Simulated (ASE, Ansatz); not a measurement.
# Relaxing random bcc (W, Zr, Ta, Hf) solid solution (250 atoms)

Aim: bring random bcc (W, Zr, Ta, Hf) solid solution (250 atoms) to a nearby minimum of the energy and see what moves.

Method: Kohn-Sham DFT, PBE, PAW (set soft_2), plane waves, in Ansatz 0.2.0.

Report form: the programs' logs are mostly left out.

**1. The starting structure**

The cell holds 250 atoms: 81 Ta, 81 Hf, 60 Zr and 28 W. Cell: a = 17.225 Å, b = 17.225 Å, c = 17.225 Å, α = 90.0°, β = 90.0°, γ = 90.0°. It derives from W and Hf, Ta and Zr. Bcc lattice (a = 3.445 Å, the mean of the end members), 5 x 5 x 5 cells, metal sites filled at random with 28 W, 60 Zr, 81 Ta, 81 Hf; not relaxed, displaced by a Gaussian of 0.02 Å.

Before any run, some limits are plain. The host structure and its lattice constant were typed by rule, without a check against the phase diagram. The electron count is odd and the run has no spin polarisation, so levels at the top are partly filled by construction. The Brillouin zone is sampled at Γ only, in a cell whose shortest periodic width is 17 Å. The levels lack spin–orbit coupling, which is large for the heavy elements here.

**2. Single point at the start**

A single point comes first, to see the forces before anything moves.

input.yaml

```yaml
crystal:
  lattice:
    - [17.225, 0.0, 0.0]
    - [0.0, 17.225, 0.0]
    - [0.0, 0.0, 17.225]
  atoms:
    - { symbol: Ta, position: [0.99844, 0.99812, 0.00121] }
    - { symbol: Hf, position: [0.09987, 0.10097, 0.09886] }
    - { symbol: Ta, position: [0.00107, 0.99793, 0.19894] }
    - { symbol: Ta, position: [0.09848, 0.10258, 0.29979] }
    - { symbol: Zr, position: [0.00189, 0.00137, 0.39877] }
    - { symbol: Hf, position: [0.09936, 0.10008, 0.49993] }
    - { symbol: Ta, position: [0.99827, 0.99925, 0.59925] }
    - { symbol: Hf, position: [0.09919, 0.10191, 0.7] }
    - { symbol: Hf, position: [0.99976, 0.99958, 0.79971] }
    - { symbol: Ta, position: [0.0998, 0.09953, 0.89921] }
    - { symbol: Zr, position: [0.00031, 0.19964, 0.00148] }
    - { symbol: Hf, position: [0.09889, 0.30099, 0.09973] }
    - { symbol: Zr, position: [0.99885, 0.20093, 0.20013] }
    - { symbol: Hf, position: [0.10198, 0.29788, 0.30107] }
    - { symbol: W, position: [0.00039, 0.19843, 0.40065] }
    - { symbol: Ta, position: [0.09877, 0.30185, 0.49751] }
    - { symbol: Hf, position: [0.0021, 0.19869, 0.60081] }
    - { symbol: Hf, position: [0.10132, 0.29995, 0.69911] }
    - { symbol: Zr, position: [0.00105, 0.2002, 0.79995] }
    - { symbol: Zr, position: [0.09988, 0.29949, 0.89933] }
    - { symbol: Ta, position: [0.99928, 0.40024, 0.00127] }
    - { symbol: Ta, position: [0.1016, 0.4996, 0.10068] }
    - { symbol: W, position: [0.99992, 0.40074, 0.19949] }
    - { symbol: Hf, position: [0.10124, 0.49883, 0.29812] }
    - { symbol: Ta, position: [0.00218, 0.40168, 0.39967] }
    - { symbol: Hf, position: [0.10035, 0.49842, 0.49881] }
    - { symbol: Hf, position: [0.00125, 0.39861, 0.60043] }
    - { symbol: Hf, position: [0.0981, 0.50009, 0.7024] }
    - { symbol: Ta, position: [0.99888, 0.39976, 0.80088] }
    - { symbol: Hf, position: [0.10021, 0.49764, 0.89876] }
    - { symbol: W, position: [0.99828, 0.60052, 0.99987] }
    - { symbol: W, position: [0.10071, 0.69809, 0.10136] }
    [... 212 atom lines left out ...]
    - { symbol: Hf, position: [0.80032, 0.80013, 0.40119] }
    - { symbol: Hf, position: [0.90022, 0.9009, 0.50059] }
    - { symbol: Ta, position: [0.80084, 0.8009, 0.59919] }
    - { symbol: Zr, position: [0.90042, 0.90027, 0.69941] }
    - { symbol: Ta, position: [0.79999, 0.79991, 0.80061] }
    - { symbol: Hf, position: [0.90076, 0.90063, 0.89924] }
kpoints:
  mp_grid: { grid: [1, 1, 1] }
hamiltonian:
  xc: pbe
scf:
  occupations: { method: fermi_dirac, width: 0.1 }
output:
  forces: true
  stress: true
  populations: true
  dos:
    method: { smearing: { sigma: 0.1 } }
    de: 0.1
    projected: { site_lists: { Hf: [Hf], Ta: [Ta], W: [W], Zr: [Zr] } }
  eigenvalues: true
```

Run with:

```console
$ ansatz run input.yaml --threads 32 --pin off --max-ram 143360MiB --backend cuda --events-out ev --progress --plain --runs-dir out
```

Wall time 8 s (1 × NVIDIA GB200 with 32 threads of Arm Neoverse V2, shared host); peak memory 4.5 GiB.

That memory is the host's; the program planned up to 26.8 GiB on the GPU. Forces of this run were stored rounded, and per-atom blocks of the log weren't kept.

The run gave:

```yaml
free_energy: -2619700.3287 eV
free_energy_per_atom: -10478.8013 eV/atom
scf_cycles: 10
pressure: -3.085 GPa
r_m_s_force_component: 0.5284 eV/Å
longest_force: 1.775 eV/Å
fermi_energy: 17.86 eV
levels_partly_filled_by_over_2_per_cent: 168
spilling_of_the_projection: 0.004395
```

The r.m.s. force component of 0.53 eV/Å and the pressure of -3.1 GPa set the starting point.

Length of the force by element:

| element | coordination | atoms | mean length of the force (eV/Å) | spread | least | most |
| --- | --- | --- | --- | --- | --- | --- |
| Hf | all | 81 | 0.842 | 0.354 | 0.160 | 1.77 |
| Ta | all | 81 | 0.932 | 0.361 | 0.218 | 1.64 |
| W | all | 28 | 0.853 | 0.341 | 0.148 | 1.50 |
| Zr | all | 60 | 0.729 | 0.302 | 0.0652 | 1.42 |

**3. Cell and atoms relaxed**

The cell is relaxed with the atoms, since the starting lattice needn't suit this functional.

input.yaml, the sections that differ from step 2:

```yaml
output:
  forces: true
relax:
  f_tol: 0.05
  max_steps: 115
  cell: {}
# crystal, kpoints, hamiltonian, scf: as in step 2
```

The job ended after 49 s (1 × NVIDIA GB200 with 32 threads; peak memory 2.6 GiB).

That memory is the host's; the program planned up to 26.1 GiB on the GPU.

The program notes that the band table was not solved further than the SCF left it.

Step by step:

```
step  energy less that of the first step (eV)  largest force component (eV/Å)  pressure (GPa)  volume (Å³)
   1                                   0.0000                          1.5493           -3.09      5110.67
   2                                 -12.3186                          0.6432            6.75      4804.63
   3                                 -20.5540                          0.4999            0.19      5066.55
   4                                 -22.2566                          0.4890            0.34      5071.53
   5                                 -22.7230                          0.2826            0.16      5080.30
   6                                 -22.7400                          0.2188           -0.02      5085.71
   7                                 -22.8110                          0.1566            0.04      5086.72
   8                                 -22.8612                          0.0956            0.00      5084.70
   9                                 -22.8441                          0.1818            0.03      5085.50
  10                                 -22.8975                          0.0324           -0.03      5086.59
 11*                                 -22.8922                          0.0324           -0.03      5086.59
```

Relaxation steps marked * repeat the geometry before them on a plane-wave basis chosen anew for their cell, so energy and pressure can jump there. Relaxation step 9 was tried and not accepted.

| cell as run | before | after | change |
| --- | --- | --- | --- |
| a (Å) | 17.225 | 17.073 | -0.9 % |
| b (Å) | 17.225 | 17.189 | -0.2 % |
| c (Å) | 17.225 | 17.333 | +0.6 % |
| α (°) | 90.00 | 89.84 | -0.2 % |
| β (°) | 90.00 | 89.81 | -0.2 % |
| γ (°) | 90.00 | 90.12 | +0.1 % |
| volume (Å³/atom) | 20.44 | 20.35 | -0.5 % |

The atoms that moved most (Å, as changes of fractional coordinates times the final cell):

```csv
atom,dx,dy,dz,length
Hf131,0.123,0.271,0.425,0.519
Ta29,-0.186,0.337,0.231,0.448
Zr143,0.214,-0.251,-0.290,0.439
Ta180,-0.155,0.389,0.103,0.431
Zr77,-0.040,-0.335,-0.222,0.403
Zr130,-0.203,0.088,0.326,0.394
W132,0.346,-0.044,0.168,0.387
Ta16,-0.131,-0.181,-0.297,0.372
```

The relaxation changed the energy by -91.6 meV/atom, and atoms moved by 0.21 Å r.m.s., 0.52 Å at most.

**4. Structure statistics after relaxation**

Bonds before and after, by the cutoffs listed below:

```
 pair  bonds before  bonds after  mean before (Å)  mean after (Å)  spread before (Å)  spread after (Å)
Hf-Hf           191          191            3.185           3.223              0.232             0.229
Hf-Ta           363          363            3.175           3.193              0.228             0.270
Hf-Zr           268          269            3.180           3.228              0.231             0.232
 Hf-W           121          121            3.183           3.164              0.231             0.321
Ta-Ta           176          176            3.183           3.127              0.230             0.302
Ta-Zr           288          288            3.189           3.203              0.230             0.279
 Ta-W           131          131            3.177           3.081              0.231             0.315
Zr-Zr            97           97            3.153           3.204              0.225             0.218
 Zr-W            90           90            3.220           3.199              0.232             0.304
  W-W            25           25            3.134           3.020              0.213             0.312
```

Density 13.0 g/cm³, 20.35 Å³ an atom.

g(r), total and by pair (bins of 0.2 Å):

```csv
r (Å),total,Hf-Hf,Hf-Ta,Hf-Zr,Hf-W,Ta-Ta,Ta-Zr
2.60,0.08,0.00,0.00,0.00,0.00,0.00,0.00
2.80,1.56,0.00,0.38,0.05,3.55,3.77,0.86
3.00,4.80,5.23,6.10,4.71,3.74,3.73,6.12
3.20,2.05,3.34,2.04,3.48,0.60,1.31,1.67
3.40,1.64,1.73,1.26,1.55,1.39,1.45,1.81
3.60,0.89,0.73,0.89,0.74,1.52,0.77,0.93
3.80,0.32,0.39,0.42,0.23,0.25,0.34,0.38
4.00,0.09,0.08,0.12,0.11,0.06,0.04,0.16
4.20,0.00,0.00,0.00,0.02,0.00,0.00,0.00
4.40,0.06,0.09,0.08,0.02,0.00,0.16,0.02
4.60,0.75,0.60,0.72,0.80,0.71,0.75,0.70
4.80,1.62,1.26,1.60,1.88,1.71,1.69,1.18
5.00,1.24,1.22,1.37,1.00,1.37,1.24,1.25
5.20,0.43,0.67,0.47,0.52,0.13,0.48,0.50
5.40,0.71,0.63,0.92,0.69,0.48,0.79,0.71
5.60,2.62,2.80,2.67,2.80,2.86,2.16,2.59
5.80,2.58,1.92,2.50,2.52,3.03,2.83,2.59
6.00,1.43,1.36,1.49,1.43,1.46,1.25,1.56
6.20,0.43,0.55,0.53,0.48,0.28,0.39,0.42
6.40,0.05,0.07,0.05,0.05,0.00,0.12,0.06
6.60,0.14,0.14,0.14,0.16,0.30,0.11,0.12
6.80,0.42,0.47,0.34,0.46,0.54,0.39,0.38
7.00,0.37,0.28,0.35,0.37,0.36,0.55,0.39
7.20,0.57,0.51,0.63,0.52,0.51,0.61,0.61
7.40,1.83,1.92,1.79,1.85,1.72,1.67,1.79
7.60,2.47,2.47,2.46,2.47,2.50,2.25,2.52
7.80,1.52,1.48,1.59,1.47,1.37,1.57,1.54
```

Neighbours by pair of elements; one cutoff, the widest of the pairs' first minima of g(r), serves all pairs of this metal (cutoffs were set anew for this text, so counts can differ from the run's own analysis):

| pair A-B | cutoff (Å) | bonds | mean length (Å) | spread (Å) | shortest (Å) | B about A | A about B |
| --- | --- | --- | --- | --- | --- | --- | --- |
| Hf-Hf | 4.23 | 191 | 3.22 | 0.229 | 2.93 | 4.72 | 4.72 |
| Hf-Ta | 4.23 | 363 | 3.19 | 0.27 | 2.78 | 4.48 | 4.48 |
| Hf-Zr | 4.23 | 269 | 3.23 | 0.232 | 2.90 | 3.32 | 4.48 |
| Hf-W | 4.23 | 121 | 3.16 | 0.321 | 2.74 | 1.49 | 4.32 |
| Ta-Ta | 4.23 | 176 | 3.13 | 0.302 | 2.71 | 4.35 | 4.35 |
| Ta-Zr | 4.23 | 288 | 3.20 | 0.279 | 2.77 | 3.56 | 4.8 |
| Ta-W | 4.23 | 131 | 3.08 | 0.315 | 2.65 | 1.62 | 4.68 |
| Zr-Zr | 4.23 | 97 | 3.20 | 0.218 | 2.90 | 3.23 | 3.23 |
| Zr-W | 4.23 | 90 | 3.20 | 0.304 | 2.71 | 1.5 | 3.21 |
| W-W | 4.23 | 25 | 3.02 | 0.312 | 2.72 | 1.79 | 1.79 |

How many atoms have how many bonded neighbours:

```csv
element,mean,14,15
Hf,14.0,80,1
Ta,14,81,0
W,14,28,0
Zr,14.0,59,1
```

Bond length by coordination (bonds to H left out):

| element | coordination | atoms | mean bond length (Å) |
| --- | --- | --- | --- |
| Hf | 14 | 80 | 3.21 |
| Hf | 15 | 1 | 3.29 |
| Zr | 14 | 59 | 3.21 |
| Zr | 15 | 1 | 3.31 |

For some of the pairs, g(r) has its first main peak near 3.08 Å (Hf-Hf), 3.00 Å (Hf-Ta), 3.08 Å (Hf-Zr), 2.90 Å (Hf-W), 2.89 Å (Ta-Ta) and 2.99 Å (Ta-Zr). With the cutoffs above, 99 % of Hf atoms have 14, all Ta atoms have 14, all W atoms have 14 and 98 % of Zr atoms have 14 bonded neighbours.

**5. Single point at the relaxed geometry**

One more single point at the end of the walk gives the fuller output and checks the residual forces.

input.yaml

```yaml
crystal:
  lattice:
    - [17.0732, -0.01799, 0.02815]
    - [-0.01799, 17.18896, 0.02395]
    - [0.02815, 0.02395, 17.33264]
  atoms:
    - { symbol: Ta, position: [0.00267, 0.00274, 0.00501] }
    - { symbol: Hf, position: [0.11159, 0.09049, 0.10272] }
    - { symbol: Ta, position: [0.99553, 0.99718, 0.20023] }
    - { symbol: Ta, position: [0.09905, 0.09798, 0.30126] }
    - { symbol: Zr, position: [0.99617, 0.9973, 0.39804] }
    - { symbol: Hf, position: [0.09648, 0.10363, 0.48788] }
    - { symbol: Ta, position: [0.00186, 0.99763, 0.59262] }
    - { symbol: Hf, position: [0.10731, 0.08767, 0.69255] }
    - { symbol: Hf, position: [0.00045, 0.99966, 0.79525] }
    - { symbol: Ta, position: [0.10658, 0.09058, 0.90151] }
    - { symbol: Zr, position: [0.00289, 0.19126, 0.00733] }
    - { symbol: Hf, position: [0.09821, 0.3087, 0.10717] }
    - { symbol: Zr, position: [0.99734, 0.19099, 0.18977] }
    - { symbol: Hf, position: [0.09622, 0.30275, 0.2953] }
    - { symbol: W, position: [0.99456, 0.19925, 0.39928] }
    - { symbol: Ta, position: [0.0911, 0.29132, 0.48039] }
    - { symbol: Hf, position: [0.99563, 0.20071, 0.5934] }
    - { symbol: Hf, position: [0.09291, 0.31135, 0.71251] }
    - { symbol: Zr, position: [0.00413, 0.18639, 0.79743] }
    - { symbol: Zr, position: [0.09243, 0.30363, 0.89655] }
    - { symbol: Ta, position: [0.99338, 0.41215, 0.99896] }
    - { symbol: Ta, position: [0.09404, 0.49868, 0.10327] }
    - { symbol: W, position: [0.99817, 0.40804, 0.19449] }
    - { symbol: Hf, position: [0.09538, 0.49003, 0.29142] }
    - { symbol: Ta, position: [0.99569, 0.39509, 0.40657] }
    - { symbol: Hf, position: [0.10368, 0.49629, 0.51082] }
    - { symbol: Hf, position: [0.99098, 0.38589, 0.58697] }
    - { symbol: Hf, position: [0.10002, 0.49175, 0.69799] }
    - { symbol: Ta, position: [0.98801, 0.41931, 0.81417] }
    - { symbol: Hf, position: [0.10239, 0.5087, 0.90861] }
    - { symbol: W, position: [0.99955, 0.60289, 0.00701] }
    - { symbol: W, position: [0.09268, 0.69683, 0.09779] }
    [... 212 atom lines left out ...]
    - { symbol: Hf, position: [0.79895, 0.80568, 0.38882] }
    - { symbol: Hf, position: [0.90225, 0.89052, 0.4998] }
    - { symbol: Ta, position: [0.79576, 0.79134, 0.59956] }
    - { symbol: Zr, position: [0.89887, 0.89089, 0.70181] }
    - { symbol: Ta, position: [0.78606, 0.79422, 0.80071] }
    - { symbol: Hf, position: [0.90086, 0.89865, 0.90471] }
kpoints:
  mp_grid: { grid: [1, 1, 1] }
hamiltonian:
  xc: pbe
scf:
  occupations: { method: fermi_dirac, width: 0.1 }
output:
  forces: true
  stress: true
  populations: intrinsic
  dos:
    method: { smearing: { sigma: 0.08 } }
    de: 0.1
    projected: { site_lists: { Hf: [Hf], Ta: [Ta], W: [W], Zr: [Zr] } }
  eigenvalues: true
  write_density: true
  write_potential: true
  volumetric_format: npy
```

Run time: 10 s. Hardware: 1 × NVIDIA GB200 with 32 threads; peak memory 4.6 GiB.

That memory is the host's; the program planned up to 26.7 GiB on the GPU.

The run gave:

```
free energy                             : -2619723.2209 eV
free energy per atom                    : -10478.8929 eV/atom
SCF cycles                              : 10
pressure                                : -0.0259 GPa
r.m.s. force component                  : 0.00471 eV/Å
longest force                           : 0.04001 eV/Å
Fermi energy                            : 18.06 eV
levels partly filled by over 2 per cent : 136
```

Intrinsic-atomic-orbital charges by element and coordination:

| element | coordination | atoms | mean charge (e) | spread | least | most |
| --- | --- | --- | --- | --- | --- | --- |
| Hf | all | 81 | -0.024 | 0.0369 | -0.108 | 0.0449 |
| Hf | 14 | 80 | -0.0231 | 0.0362 | -0.108 | 0.0449 |
| Hf | 15 | 1 | -0.0976 | - | -0.0976 | -0.0976 |
| Ta | all | 81 | 0.0536 | 0.034 | -0.0349 | 0.131 |
| W | all | 28 | 0.0196 | 0.0468 | -0.0619 | 0.125 |
| Zr | all | 60 | -0.0491 | 0.0337 | -0.127 | 0.0308 |
| Zr | 14 | 59 | -0.0483 | 0.0333 | -0.127 | 0.0308 |
| Zr | 15 | 1 | -0.0983 | - | -0.0983 | -0.0983 |

States in the cell by windows of 1 eV, zero at the Fermi level; some projections on atomic orbitals stand beside the total:

```
from (eV)  to (eV)   total   Ta d  Hf d    Hf f
      -14      -12     0.0    0.0   0.0     0.0
      -12      -11  1133.7    0.2   0.2  1133.6
      -11       -8     0.0    0.0   0.0     0.0
       -8       -7     2.0    0.0   0.0     0.0
       -7       -6    17.2    0.2   0.2     0.0
       -6       -5    33.0    0.9   1.0     0.0
       -5       -4    73.4    9.0   8.0     0.0
       -4       -3   156.7   37.1  27.0     0.0
       -3       -2   230.3   70.8  52.9     0.1
       -2       -1   305.9  103.5  73.2     0.1
       -1        0   336.7  106.4  89.5     0.1
        0        1   275.5   68.7  83.1     0.1
        1        2   136.1   36.3  44.4     0.1
```

The curve was stored every 0.10 eV, coarse against its broadening of 0.08 eV, so these counts are rough.

Between -26 and -14 eV lie 20 more states.

About 1962 of the 4271 electrons lie in deeper levels, below the stored range.

Not all projections were asked for or kept, so they needn't add up to the total.

The levels nearest the highest filled one (over half full), pooled over k-points and spins:

```
level less the highest filled one (eV)  occupation
                               -0.0237        1.14
                               -0.0213        1.12
                                -0.019        1.11
                               -0.0096        1.07
                               -0.0045        1.04
                                     0        1.02
                                0.0061       0.989
                                0.0205       0.917
                                0.0221       0.909
                                0.0276       0.882
                                0.0328       0.856
                                0.0338       0.851
```

Mean intrinsic-atomic-orbital charges: Hf -0.02, Ta +0.05, W +0.02, Zr -0.05 e. Among metals such projection charges depend strongly on the orbitals used and are no measure of ionicity.

A closer look about W97, whose charge lies farthest from its element's mean: 15 atoms, nearest first, numbered in the order of the input, with positions taken from that point.

| atom | x | y | z | distance (Å) | bonds | intrinsic-atomic-orbital charge (e) |
| --- | --- | --- | --- | --- | --- | --- |
| W97 | 0.00 | 0.00 | 0.00 | 0.00 | 14 | 0.13 |
| Ta36 | -1.52 | -1.63 | -1.67 | 2.79 | 14 | 0.08 |
| Ta88 | 1.76 | -1.54 | 1.59 | 2.83 | 14 | 0.07 |
| W38 | -1.55 | -1.63 | 1.72 | 2.83 | 14 | -0.03 |
| Ta86 | 1.64 | -1.69 | -1.60 | 2.84 | 14 | 0.09 |
| W96 | 1.73 | 1.65 | -1.59 | 2.87 | 14 | 0.03 |
| Ta48 | -1.56 | 1.72 | 1.77 | 2.92 | 14 | 0.07 |
| Hf98 | 1.66 | 1.70 | 1.74 | 2.94 | 14 | 0.03 |
| W46 | -1.78 | 1.64 | -1.79 | 3.01 | 14 | 0.04 |
| Zr57 | -0.05 | 3.21 | -0.27 | 3.22 | 14 | -0.13 |
| Zr47 | -3.22 | -0.06 | 0.08 | 3.23 | 14 | -0.05 |
| Ta87 | -0.02 | -3.27 | 0.14 | 3.27 | 14 | 0.06 |
| W147 | 3.28 | 0.01 | -0.06 | 3.28 | 14 | 0.03 |
| Zr95 | 0.04 | 0.08 | -3.33 | 3.33 | 14 | -0.06 |
| Zr99 | 0.02 | -0.09 | 3.52 | 3.52 | 14 | -0.03 |

The column of bonds counts only the pairs Hf-Hf within 4.23 Å, Hf-Ta within 4.23 Å, Hf-Zr within 4.23 Å, Hf-W within 4.23 Å, Ta-Ta within 4.23 Å, Ta-Zr within 4.23 Å, Ta-W within 4.23 Å, Zr-Zr within 4.23 Å, Zr-W within 4.23 Å, W-W within 4.23 Å; other neighbours, such as metal atoms beside each other in a compound, aren't counted, and periodic images can show an atom twice.

**6. Results**

```
energy change in the relaxation : -91.57 meV/atom
r.m.s. displacement             : 0.211 Å
largest displacement            : 0.519 Å
free energy per atom            : -10478.8929 eV/atom
density                         : 12.97 g/cm³
pressure                        : -0.0259 GPa
r.m.s. force component          : 0.00471 eV/Å
wall time of the 3 DFT runs     : 67 s
```

In words: Relaxation lowers the energy by 91.6 meV/atom and moves atoms by 0.21 Å r.m.s.; the r.m.s. force component goes from 0.53 to 0.0047 eV/Å, the pressure goes from -3.1 to -0.026 GPa. Displacements are taken in the final cell, so they leave out its strain. By the final cutoffs 0 of 1750 bonded pairs parted and 1 joined. The cell shrank by 0.5 % in volume. First to last step the energy falls by 22.892 eV, across changes of basis; the largest move, 0.52 Å, is that of Hf131. The W-W bonds go from 3.134 Å (spread 0.213) to 3.020 Å (spread 0.312). With the cutoffs above, 99 % of Hf atoms have 14, all Ta atoms have 14, all W atoms have 14 and 98 % of Zr atoms have 14 bonded neighbours. 136 levels are partly filled, by over 2 % (at Γ alone), as in a metal.

[Logs are printed without paths, hosts, clocks, repeated set-up lines and the standing remarks that a program may print on its own settings, such as how far it seeks lower states.]

[Hosts, paths, dates, database ids (printed as entryN), source tags and the programs' standing remarks are cut or masked in the printed files.]
